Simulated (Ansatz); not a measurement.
# How the geometry moves the gap of SnO2 (Cassiterite), part 2 of 2

Aim: gaps of SnO2 (Cassiterite) at the database cell and after a full relaxation.

Ansatz 0.2.0; PBE, HSE06 and G0W0, plane waves, PAW. Known limits of the many-body steps: short of the basis limit; no spin-orbit coupling; coarse k mesh.

So far. Step 4 (PBE at the relaxed cell): The gap is direct, at Γ. Step 5 (HSE06 at the relaxed cell): The gap stands +1.70 eV against PBE.

### 6. G0W0 at the relaxed cell

Now the one-shot GW correction: screening in the RPA, then the self-energy of the levels asked for.

This step: G0W0 on PBE, plane waves, PAW.

input.yaml

```yaml
crystal:
  lattice:
    - [4.8269693016, 0.0, 0.0]
    - [0.0, 4.8269693016, 0.0]
    - [0.0, 0.0, 3.2380154155]
  atoms:
    - { symbol: Sn, position: [0.0, 0.0, 0.0] }
    - { symbol: Sn, position: [0.5, 0.5, 0.5] }
    - { symbol: O, position: [0.3065764864, 0.3065764864, 0.0] }
    - { symbol: O, position: [0.1934235136, 0.8065764864, 0.5] }
    - { symbol: O, position: [0.6934235136, 0.6934235136, 0.0] }
    - { symbol: O, position: [0.8065764864, 0.1934235136, 0.5] }
kpoints:
  mp_grid: { grid: [4, 4, 6] }
hamiltonian:
  xc: pbe
scf:
  occupations: { method: fixed }
gw:
  n_empty_bands: 277
  ecut_chi: 138
  qp_bands: [v2, c2]
  qp_kpoints: band_edges
  screening: { model: contour_deformation }
```

Launch:

```bash
$ ansatz run input.yaml --threads 3 --pin off --max-ram 92160MiB --backend cuda --events-out ev --progress --plain --runs-dir out --devices 1 --max-vram 13GiB
```

Log:

```text
GPUs: using 1 of 1 available (devices: 1).
[...]
GPU FFT provider: cuFFT
GPU libraries: cuBLAS 13.8.2, cuFFT 12.4.0, cuSOLVER 12.3.4
Crystal: 6 atoms, lattice volume = 75.445 Å³
Basis set: ecut = 420 eV, 1495 PW (Γ)
Bands: 32, of which v1, the nominal top of the filled ones, is band 26 counted from 1 (25 counted from 0)
Symmetry: 16 space group operations
[...]
k-points: 24 of 96
[...]
4    25      8.0445   -26.3462     4.9946   -20.6672  0.7296     7.3406     7.3601  root ?
[...]
23    25      7.9681   -26.5306     5.5055   -20.2158  0.7233     7.1350     7.1587  root
    23    26      7.9681   -26.5306     5.5055   -20.2158  0.7233     7.1350     7.1587  root
    23    27     13.1115   -13.4293    -4.2492   -18.5871  0.7922    14.0434    14.0201  root
    23    28     13.1115   -13.4293    -4.2492   -18.5871  0.7922    14.0434    14.0201  root
[key lines of the parts left out:]
SCF converged after 6 iterations
Free energy (F): -14317.967458 eV
Fermi energy:    8.746006 eV
```

Wall time 35 s (1 × NVIDIA H100 80GB HBM3 (shared by 6 runs) with 3 threads of AMD EPYC 7R13 (Zen 3), shared host); peak memory 1.6 GiB.

Numbers from this step:

```
bands summed                                 : 303
RPA ε∞ on this mesh (eigenvalues)            : 4.975, 5.127, 5.127
plane waves in the screening matrix          : 275
G0W0 gap on the mesh                         : 1.957 eV
k of the valence top                         : 0, 0, 0
k of the conduction bottom                   : 0, 0, 0
starting gap on the mesh                     : 0.6822 eV
least direct G0W0 gap on the computed points : 1.957 eV
```

The gap on the mesh goes from 0.68 eV to 1.96 eV, a correction of +1.27 eV. Between the two edge states, bare exchange in place of the xc potential would open the gap by 9.84 eV, and correlation takes back 8.56 eV.

### 7. G0W0 at the given cell

input.yaml

```yaml
crystal:
  lattice:
    - [4.738, 0.0, 0.0]
    - [0.0, 4.738, 0.0]
    - [0.0, 0.0, 3.1865]
  atoms:
    - { symbol: Sn, position: [0.0, 0.0, 0.0] }
    - { symbol: Sn, position: [0.5, 0.5, 0.5] }
    - { symbol: O, position: [0.3071, 0.3071, 0.0] }
    - { symbol: O, position: [0.1929, 0.8071, 0.5] }
    - { symbol: O, position: [0.6929, 0.6929, 0.0] }
    - { symbol: O, position: [0.8071, 0.1929, 0.5] }
kpoints:
  mp_grid: { grid: [4, 4, 6] }
hamiltonian:
  xc: pbe
scf:
  occupations: { method: fixed }
gw:
  n_empty_bands: 263
  ecut_chi: 138
  qp_bands: [v2, c2]
  qp_kpoints: band_edges
  screening: { model: contour_deformation }
```

Log:

```text
GPUs: using 1 of 1 available (devices: 1).
[...]
GPU FFT provider: cuFFT
GPU libraries: cuBLAS 13.8.2, cuFFT 12.4.0, cuSOLVER 12.3.4
Crystal: 6 atoms, lattice volume = 71.533 Å³
Basis set: ecut = 420 eV, 1411 PW (Γ)
Bands: 32, of which v1, the nominal top of the filled ones, is band 26 counted from 1 (25 counted from 0)
Symmetry: 16 space group operations
[...]
k-points: 24 of 96
[...]
11    28     16.0462   -14.8703    -4.7854   -20.9536  0.7834    17.3814    17.3442  root ?
[...]
23    25      8.6927   -26.6276     5.3894   -20.3055  0.7455     7.7415     7.7599  root
    23    26      8.6927   -26.6276     5.3894   -20.3055  0.7455     7.7415     7.7599  root
    23    27     14.4669   -13.3304    -4.3284   -18.6870  0.8115    15.5100    15.4950  root
    23    28     14.4669   -13.3304    -4.3284   -18.6870  0.8115    15.5100    15.4950  root
[key lines of the parts left out:]
SCF converged after 6 iterations
Free energy (F): -14317.838248 eV
Fermi energy:    9.527099 eV
```

The job ended after 40 s (1 × NVIDIA H100 80GB HBM3 (shared by 6 runs) with 3 threads; peak memory 1.5 GiB).

This step gave:

```
bands summed                                 : 289
RPA ε∞ on this mesh (eigenvalues)            : 4.337, 4.337, 4.568
plane waves in the screening matrix          : 267
G0W0 gap on the mesh                         : 2.788 eV
k of the valence top                         : 0, 0, 0
k of the conduction bottom                   : 0, 0, 0
starting gap on the mesh                     : 1.282 eV
least direct G0W0 gap on the computed points : 2.788 eV
```

The gap on the mesh goes from 1.28 eV to 2.79 eV, a correction of +1.51 eV. Between the two edge states, bare exchange in place of the xc potential would open the gap by 10.15 eV, and correlation takes back 8.64 eV.

### 8. Together

G0W0 rows are gaps on the mesh, lowered where the mesh misses an edge of the band path.

| level | given cell (eV) | relaxed cell (eV) | change (eV) |
| --- | --- | --- | --- |
| PBE | 1.28 | 0.68 | −0.60 |
| HSE06 | - | 2.38 | - |
| G0W0@PBE | 2.79 | 1.96 | −0.83 |

### 9. What came out

```yaml
volume_change: +5.5 %
pbe_given_cell: 1.28 eV
pbe_relaxed_cell: 0.68 eV
hse06_relaxed_cell: 2.38 eV
g0w0_pbe_relaxed_cell: 1.96 eV
g0w0_pbe_given_cell: 2.79 eV
known_limits: short of the basis limit; no spin-orbit coupling
```

What this shows: Relaxation changes the volume by +5.5 % and the gap by −0.60 eV (PBE) and −0.83 eV (G0W0@PBE). Against experiment, by G0W0@PBE at the given cell: the gap of 2.79 eV lies −0.81 eV from the measured 3.6 eV (kind not stated, quoted 2022). The calculation has static nuclei and no excitons; a measured gap holds zero-point and thermal motion, which mostly lowers it. Against the values above the computed gap that would widen the miss. A likelier cause is the start: a gap of 1.28 eV screens too strongly, and one shot does not repair it. Bands and cutoff are finite, so the gap stands short of the basis limit, usually by up to a few tenths of an eV; the mesh is an error of its own. The many-body steps are scalar-relativistic: spin-orbit coupling is not in them.

[Long decimals in the printed logs are rounded to 6 places.]

[Logs are printed without paths, hosts, clocks, repeated set-up lines and the standing remarks that a program may print on its own settings, such as how far it seeks lower states.]

[Paths, hosts, dates, memory and timing lines, banners, echoed tables and standing remarks are left out of the program output; an Ansatz launch command may be rebuilt from the run's recorded settings. Measured values are a selection of at most five: reports struck by readers or far from the other reports are left out. None is set beside runs whose start may be inverted or whose files or cutoffs have a known fault.]

[Runs of the session that timed out or met a known fault of the program may be left out.]

[Cells called generated may have been cut or substituted from an entry of the Crystallography Open Database or the Materials Project.]

[Hosts, paths, dates, database ids (printed as entryN), source tags and the programs' standing remarks are cut or masked in the printed files.]

[Where the starting crystal was built by hand or by swapping elements, it need not be the compound's stable phase.]
